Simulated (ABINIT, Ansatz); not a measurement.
# A GW run on CrF6 (R-3) in ABINIT, with inputs changed

Aim: change inputs of a GW run on CrF6 (R-3) and see what moves.

Calculated with ABINIT 10.8.3; PBEsol and many-body steps on it, plane waves.

### Step 1. Starting point

It takes space group R-3 (No. 148, trigonal). Conventional cell: a = 4.805 Å, b = 4.805 Å, c = 13.108 Å, α = 90.00°, β = 90.00°, γ = 120.00°. Cr has 6 F at 1.74 Å nearest. Nearest to F lie 1 Cr at 1.74 Å. Farther neighbours and most contacts between anions are not listed.

The cell and positions are those that the Materials Project relaxed with its own functionals (PBE, PBE+U or r2SCAN), kept fixed.

### Step 2. Screening, 2×2×2 mesh, 85 bands, screening to 114.3 eV

This step: ABINIT 10.8.3; RPA screening on PBEsol, plane waves, norm-conserving pseudopotentials.

The RPA dielectric matrix is built and inverted for each q.

Contents of run.abi:

```
acell 3*1.0 Angstrom
rprim 
  2.402403871812 1.387028522093 4.369215055800
  -2.402403871812 1.387028522093 4.369215055800
  0.000000000000 -2.774057044186 4.369215055800
ntypat 2
znucl 24 9
natom 7
typat 1 2 2 2 2 2 2
xred 
  0.000000000000 0.000000000000 0.000000000000
  0.368598720000 0.081843300000 0.779004130000
  0.081843300000 0.779004130000 0.368598720000
  0.220995870000 0.631401280000 0.918156700000
  0.918156700000 0.220995870000 0.631401280000
  0.631401280000 0.918156700000 0.220995870000
  0.779004130000 0.368598720000 0.081843300000
pp_dirpath "pseudos"
pseudos "Cr.upf, F.upf"
ecut 43
ngkpt 2 2 2
nshiftk 1
shiftk 0 0 0
kptopt 1
chksymbreak 0
istwfk *1
occopt 1
irdwfk 1
optdriver 3
nband 85
ecuteps 4.2
inclvkb 2
awtr 1
symchi 1
indata_prefix "in"
outdata_prefix "out"
tmpdata_prefix "tmp"
```

Launch:

```sh
OMP_NUM_THREADS=1 mpirun -n 4 abinit run.abi > log
```

The program printed:

```text
.Version 10.8.3 of ABINIT. v10.8.2 released Aug 2026.

 Symmetries : space group R-3 (#148); Bravais hR (rhombohedral)
[... echo of the input left out ...]
== DATASET  1 ==================================================================
-   mpi_nproc: 4, omp_nthreads: 1 (-1 if OMP is not activated)

--- !DatasetInfo
iteration_state: {dtset: 1, }
dimensions: {natom: 7, nkpt: 4, mband: 85, nsppol: 1, nspinor: 1, nspden: 1, mpw: 7993, }
cutoff_energies: {ecut:  43.0, pawecutdg:  -1.0, }
electrons: {nelect:   5.60000000E+01, charge:   0.00000000E+00, occopt:   1.00000000E+00, tsmear:   1.00000000E-02, }

 SCREENING: Calculation of the susceptibility and dielectric matrices

 Based on a program developped by R.W. Godby, V. Olevano, G. Onida, and L. Reining.
 Incorporated in ABINIT by V. Olevano, G.-M. Rignanese, and M. Torrent.
.Using double precision arithmetic ; gwpc =  8

[... cell and pseudopotentials left out ...]
--------------------------------------------------------------------------------

 ==== K-mesh for the wavefunctions ====
 Number of points in the irreducible wedge :     4
[... list of points left out ...]
 Together with  6 symmetry operations and time-reversal symmetry
 yields     8 points in the full Brillouin Zone.

 ==== Q-mesh for the screening function ====
 Number of points in the irreducible wedge :     4
[... list of points left out ...]
 Together with  6 symmetry operations and time-reversal symmetry
 yields     8 points in the full Brillouin Zone.

 setmesh: FFT mesh size selected  =    40x   40x   40
          total number of points  =        64000

 vcoul_init : cutoff-mode = AUXILIARY_FUNCTION
 q-points for optical limit:   1
     1)      0.000010    0.000020    0.000030

- screening: taking advantage of time-reversal symmetry
- Maximum band index for partially occupied states nbvw = 28
- Remaining bands to be divided among processors   nbcw = 57
- Number of bands treated by each node ~14

 Number of electrons calculated from density =   56.0000; Expected =   56.0000
 average of density, n =  0.094996
 r_s =    1.3596
 omega_plasma =   29.7309 [eV]

 calculating chi0 at frequencies [eV] :
  1    0.000000E+00    0.000000E+00
  2    0.000000E+00    2.973091E+01

--------------------------------------------------------------------------------
  q-point number  1        q = ( 0.000000, 0.000000, 0.000000) [r.l.u.]
--------------------------------------------------------------------------------
[... chi0 elements left out ...]
 For q-point:  0.000010 0.000020 0.000030
  dielectric constant =   3.4100
  dielectric constant without local fields =   6.2624

  Average fulfillment of the sum rule on Im[epsilon] for q-point    1 :     32.12  [%]
[... wings left out ...]
  q-point number  2        q = ( 0.500000, 0.000000, 0.000000) [r.l.u.]
--------------------------------------------------------------------------------
[... chi0 elements left out ...]
  Average fulfillment of the sum rule on Im[epsilon] for q-point    2 :     38.69  [%]

 [... 2 further q-points ...]
```

The job ended after 40 s (4 MPI ranks of Arm Neoverse N1, shared host; peak memory 1.3 GiB).

Numbers from this step:

```
ε∞ with local fields, on this mesh, along the program's q direction : 3.41
the same without local fields                                       : 6.262
plasma frequency                                                    : 29.73 eV
plane waves in the screening matrix                                 : 247
```

Local fields lower ε∞ by 46 %. On a Γ-centred mesh this coarse the value itself is usually too large, while a short band sum pulls it down.

### Step 3. Base

The self-energy is evaluated for the states that the input lists, and the levels follow from it, in one-shot runs by the linearised quasiparticle equation.

This step: G0W0 on PBEsol, plane waves, norm-conserving pseudopotentials.

run.abi, as its differences from that of step 2:

```diff
@@ -28,8 +28,17 @@
 irdwfk 1
-optdriver 3
+optdriver 4
 nband 85
+gwcalctyp 0
+ecutsigx 43
+symsigma 1
+nkptgw 2
+kptgw 
+  0.5000000000 0.5000000000 0.0000000000
+  0.0000000000 0.0000000000 0.0000000000
+bdgw 
+  27 30
+  27 31
 ecuteps 4.2
-inclvkb 2
-awtr 1
-symchi 1
+irdscr 1
+ppmodel 1
 indata_prefix "in"
```

The program printed:

```text
.Version 10.8.3 of ABINIT. v10.8.2 released Aug 2026.

 Symmetries : space group R-3 (#148); Bravais hR (rhombohedral)
[... echo of the input left out ...]
== DATASET  1 ==================================================================
-   mpi_nproc: 4, omp_nthreads: 1 (-1 if OMP is not activated)

--- !DatasetInfo
iteration_state: {dtset: 1, }
dimensions: {natom: 7, nkpt: 4, mband: 85, nsppol: 1, nspinor: 1, nspden: 1, mpw: 7993, }
cutoff_energies: {ecut:  43.0, pawecutdg:  -1.0, }
electrons: {nelect:   5.60000000E+01, charge:   0.00000000E+00, occopt:   1.00000000E+00, tsmear:   1.00000000E-02, }

 SIGMA: Calculation of the GW corrections

 Based on a program developped by R.W. Godby, V. Olevano, G. Onida, and L. Reining.
 Incorporated in ABINIT by V. Olevano, G.-M. Rignanese, and M. Torrent.
.Using double precision arithmetic ; gwpc =  8

[... cell and pseudopotentials left out ...]
--------------------------------------------------------------------------------

 ==== K-mesh for the wavefunctions ====
 Number of points in the irreducible wedge :     4
[... list of points left out ...]
 Together with  6 symmetry operations and time-reversal symmetry
 yields     8 points in the full Brillouin Zone.

 ==== Q-mesh for screening function ====
 Number of points in the irreducible wedge :     4
[... list of points left out ...]
 Together with  6 symmetry operations and time-reversal symmetry
 yields     8 points in the full Brillouin Zone.

 vcoul_init : cutoff-mode = AUXILIARY_FUNCTION
 q-points for optical limit:   1
     1)      0.000010    0.000020    0.000030
 setmesh: FFT mesh size selected  =    60x   60x   60
          total number of points  =       216000

 Number of electrons calculated from density =   56.0000; Expected =   56.0000
 average of density, n =  0.094996
 r_s =    1.3596
 omega_plasma =   29.7309 [eV]

 === KS Band Gaps ===
  >>>> For spin  1
   Minimum direct gap =   1.9917 [eV], located at k-point      :   0.5000  0.5000  0.0000
   Fundamental gap    =   1.9365 [eV], Top of valence bands at :   0.5000  0.5000  0.0000
                                       Bottom of conduction at :   0.0000  0.0000  0.0000
 SIGMA fundamental parameters:
 PLASMON POLE MODEL  1
 number of plane-waves for SigmaX                 7993
 number of plane-waves for SigmaC and W            247
 number of plane-waves for wavefunctions          7993
 number of bands                                    85
 number of independent spin polarizations            1
 number of spinorial components                      1
 number of k-points in IBZ                           4
 number of q-points in IBZ                           4
 number of symmetry operations                       6
 number of k-points in BZ                            8
 number of q-points in BZ                            8
 number of frequencies for dSigma/dE                 9
 frequency step for dSigma/dE [eV]                0.25
 number of omega for Sigma on real axis              0
 max omega for Sigma on real axis  [eV]           0.00
 zcut for avoiding poles [eV]                     0.10

 EPSILON^-1 parameters (SCR file):
 dimension of the eps^-1 matrix on file            247
 dimension of the eps^-1 matrix used               247
 number of plane-waves for wavefunctions          7993
 number of bands                                    85
 number of q-points in IBZ                           4
 number of frequencies                               2
 number of real frequencies                          1
 number of imag frequencies                          1

 matrix elements of self-energy operator (all in [eV])

 Perturbative Calculation

--- !SelfEnergy_ee
iteration_state: {dtset: 1, }
kpoint     : [   0.500,    0.500,    0.000, ]
spin       : 1
KS_gap     :    1.992
QP_gap     :    4.944
Delta_QP_KS:    2.952
data: !SigmaeeData |
     Band     E0 <VxcDFT>   SigX SigC(E0)      Z dSigC/dE  Sig(E)    E-E0       E
       27  -2.698 -22.915 -29.740   6.368   0.740  -0.352 -23.253  -0.338  -3.036
       28  -2.558 -23.160 -29.957   6.356   0.741  -0.350 -23.487  -0.327  -2.884
       29  -0.566 -24.886 -18.532  -2.837   0.746  -0.340 -22.261   2.625   2.059
       30  -0.380 -25.102 -19.085  -2.501   0.744  -0.345 -22.488   2.614   2.234

--- !SelfEnergy_ee
iteration_state: {dtset: 1, }
kpoint     : [   0.000,    0.000,    0.000, ]
spin       : 1
KS_gap     :    2.132
QP_gap     :    5.087
Delta_QP_KS:    2.955
data: !SigmaeeData |
     Band     E0 <VxcDFT>   SigX SigC(E0)      Z dSigC/dE  Sig(E)    E-E0       E
       27  -2.754 -22.932 -29.684   6.313   0.739  -0.353 -23.257  -0.325  -3.079
       28  -2.754 -22.932 -29.684   6.313   0.739  -0.353 -23.257  -0.325  -3.079
       29  -0.621 -24.868 -18.449  -2.899   0.747  -0.338 -22.238   2.630   2.008
       30  -0.418 -25.180 -19.048  -2.601   0.744  -0.345 -22.555   2.625   2.207
       31  -0.418 -25.180 -19.048  -2.601   0.744  -0.345 -22.555   2.625   2.207

== END DATASET(S) ==============================================================
================================================================================

 -outvars: echo values of variables after computation  --------
           etotal      0.0000000000E+00
            nband          85
             nkpt           4
          spgroup         148
 [... the other variables as echoed above ...]

 Calculation completed.
```

Run time: 13 s. Hardware: 4 MPI ranks; peak memory 0.82 GiB.

This step gave:

| Item | Value |
| --- | --- |
| G0W0 gap on the points computed | 4.892 eV |
| starting gap on the mesh | 1.937 eV |
| k of the valence top | 0.5, 0.5, 0 |
| k of the conduction bottom | 0, 0, 0 |
| Z at the valence top | 0.741 |
| Z at the conduction bottom | 0.747 |
| least direct G0W0 gap on the computed points | 4.943 eV |

The gap on the mesh goes from 1.94 eV to 4.89 eV, a correction of +2.96 eV.

### Step 4. Scissors in G

run.abi, as its differences from that of step 3:

```diff
@@ -43,2 +43,3 @@
 ppmodel 1
+mbpt_sciss 0.5 eV
 indata_prefix "in"
```

The program printed:

```text
.Version 10.8.3 of ABINIT. v10.8.2 released Aug 2026.

 Symmetries : space group R-3 (#148); Bravais hR (rhombohedral)
[... echo of the input left out ...]
== DATASET  1 ==================================================================
-   mpi_nproc: 4, omp_nthreads: 1 (-1 if OMP is not activated)

--- !DatasetInfo
iteration_state: {dtset: 1, }
dimensions: {natom: 7, nkpt: 4, mband: 85, nsppol: 1, nspinor: 1, nspden: 1, mpw: 7993, }
cutoff_energies: {ecut:  43.0, pawecutdg:  -1.0, }
electrons: {nelect:   5.60000000E+01, charge:   0.00000000E+00, occopt:   1.00000000E+00, tsmear:   1.00000000E-02, }

 SIGMA: Calculation of the GW corrections

 Based on a program developped by R.W. Godby, V. Olevano, G. Onida, and L. Reining.
 Incorporated in ABINIT by V. Olevano, G.-M. Rignanese, and M. Torrent.
.Using double precision arithmetic ; gwpc =  8

[... cell and pseudopotentials left out ...]
--------------------------------------------------------------------------------

 ==== K-mesh for the wavefunctions ====
 Number of points in the irreducible wedge :     4
[... list of points left out ...]
 Together with  6 symmetry operations and time-reversal symmetry
 yields     8 points in the full Brillouin Zone.

 ==== Q-mesh for screening function ====
 Number of points in the irreducible wedge :     4
[... list of points left out ...]
 Together with  6 symmetry operations and time-reversal symmetry
 yields     8 points in the full Brillouin Zone.

 vcoul_init : cutoff-mode = AUXILIARY_FUNCTION
 q-points for optical limit:   1
     1)      0.000010    0.000020    0.000030
 setmesh: FFT mesh size selected  =    60x   60x   60
          total number of points  =       216000

 Number of electrons calculated from density =   56.0000; Expected =   56.0000
[...]
max omega for Sigma on real axis  [eV]           0.00
 zcut for avoiding poles [eV]                     0.10
 scissor energy [eV]                              0.50

 EPSILON^-1 parameters (SCR file):
 dimension of the eps^-1 matrix on file            247
 dimension of the eps^-1 matrix used               247
 number of plane-waves for wavefunctions          7993
 number of bands                                    85
 number of q-points in IBZ                           4
 number of frequencies                               2
 number of real frequencies                          1
 number of imag frequencies                          1

 matrix elements of self-energy operator (all in [eV])

 Perturbative Calculation

--- !SelfEnergy_ee
iteration_state: {dtset: 1, }
kpoint     : [   0.500,    0.500,    0.000, ]
spin       : 1
KS_gap     :    1.992
QP_gap     :    5.031
Delta_QP_KS:    3.039
data: !SigmaeeData |
     Band     E0 <VxcDFT>   SigX SigC(E0)      Z dSigC/dE  Sig(E)    E-E0       E
       27  -2.698 -22.915 -29.740   6.383   0.740  -0.351 -23.242  -0.327  -3.025
       28  -2.558 -23.160 -29.957   6.372   0.741  -0.349 -23.475  -0.315  -2.873
       29  -0.566 -24.886 -18.532  -2.882   0.748  -0.336 -22.162   2.724   2.158
[...]
--- !SelfEnergy_ee
iteration_state: {dtset: 1, }
kpoint     : [   0.000,    0.000,    0.000, ]
spin       : 1
KS_gap     :    2.132
QP_gap     :    5.174
Delta_QP_KS:    3.042
data: !SigmaeeData |
     Band     E0 <VxcDFT>   SigX SigC(E0)      Z dSigC/dE  Sig(E)    E-E0       E
[...]
30  -0.418 -25.180 -19.048  -2.650   0.746  -0.341 -22.457   2.724   2.305
       31  -0.418 -25.180 -19.048  -2.650   0.746  -0.341 -22.457   2.724   2.305

== END DATASET(S) ==============================================================
================================================================================

 -outvars: echo values of variables after computation  --------
           etotal      0.0000000000E+00
            nband          85
             nkpt           4
          spgroup         148
 [... the other variables as echoed above ...]

 Calculation completed.
```

Run time: 13 s. Hardware: 4 MPI ranks; peak memory 0.82 GiB; 51 s of CPU time.

Numbers from this step:

| Quantity | Value |
| --- | --- |
| G0W0 gap on the points computed | 4.98 eV |
| starting gap on the mesh | 1.937 eV |
| k of the valence top | 0.5, 0.5, 0 |
| k of the conduction bottom | 0, 0, 0 |
| Z at the valence top | 0.741 |
| Z at the conduction bottom | 0.749 |
| least direct G0W0 gap on the computed points | 5.031 eV |

[end of part 1 of 2]

[Paths, hosts, dates, memory and timing lines, banners, echoed tables and standing remarks are left out of the program output.]

[Logs are printed without paths, hosts, clocks, repeated set-up lines and the standing remarks that a program may print on its own settings, such as how far it seeks lower states.]

[Runs of the session that timed out or met a known fault of the program may be left out.]

[No measured gap is set beside runs whose start may be inverted or whose files or cutoffs have a known fault.]

[Hosts, paths, dates, database ids (printed as entryN), source tags and the programs' standing remarks are cut or masked in the printed files.]

[G0W0 gaps are taken among the corrected bands and points alone; a level outside them can change the order at an edge.]

[Where Ansatz stands beside ABINIT at settings called matched, ABINIT's density can come from a denser mesh and the files from another edition; pairs whose starting gaps differed by over 0.03 eV were left out, so agreement reads better than it is.]
